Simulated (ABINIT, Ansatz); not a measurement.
Planning a run of ABINIT 10.8.3 on InGaN2 (P3m1). The input:

```
acell 3*1.0 Angstrom
rprim 
  3.399288205422 -0.000000000005 0.000000000000
  -1.699644102707 2.943869940683 0.000000000000
  0.000000000000 0.000000000000 5.551613000000
ntypat 3
znucl 49 31 7
natom 4
typat 1 2 3 3
xred 
  0.000000000000 0.000000000000 0.998402000000
  0.666666666667 0.333333333333 0.495356000000
  0.666666666667 0.333333333333 0.145617000000
  0.000000000000 0.000000000000 0.602224000000
pp_dirpath "pseudos"
pseudos "In.upf, Ga.upf, N.upf"
ecut 45
ngkpt 3 3 2
nshiftk 1
shiftk 0 0 0
kptopt 1
chksymbreak 0
istwfk *1
occopt 1
irdwfk 1
optdriver 4
nband 191
gwcalctyp 0
ecutsigx 45
symsigma 1
nkptgw 1
kptgw 
  0.0000000000 0.0000000000 0.0000000000
bdgw 
  25 28
ecuteps 8
irdscr 1
ppmodel 1
indata_prefix "in"
outdata_prefix "out"
tmpdata_prefix "tmp"
```

```sh
OMP_NUM_THREADS=1 mpirun -n 4 abinit run.abi > log
```

Q: Estimate wall time and host memory on 4 MPI ranks of Arm Neoverse N1, shared host.

It took 21 s; on shared hardware allow 10 s to 42 s. Peak host memory was 0.99 GiB.

[Paths, hosts, dates, memory and timing lines, banners, echoed tables and standing remarks are left out of the program output.]

[Logs are printed without paths, hosts, clocks, repeated set-up lines and the standing remarks that a program may print on its own settings, such as how far it seeks lower states.]

[Runs of the session that timed out or met a known fault of the program may be left out.]

[Hosts, paths, dates, database ids (printed as entryN), source tags and the programs' standing remarks are cut or masked in the printed files.]

[G0W0 gaps are taken among the corrected bands and points alone; a level outside them can change the order at an edge.]

[Where Ansatz stands beside ABINIT at settings called matched, ABINIT's density can come from a denser mesh and the files from another edition; pairs whose starting gaps differed by over 0.03 eV were left out, so agreement reads better than it is.]
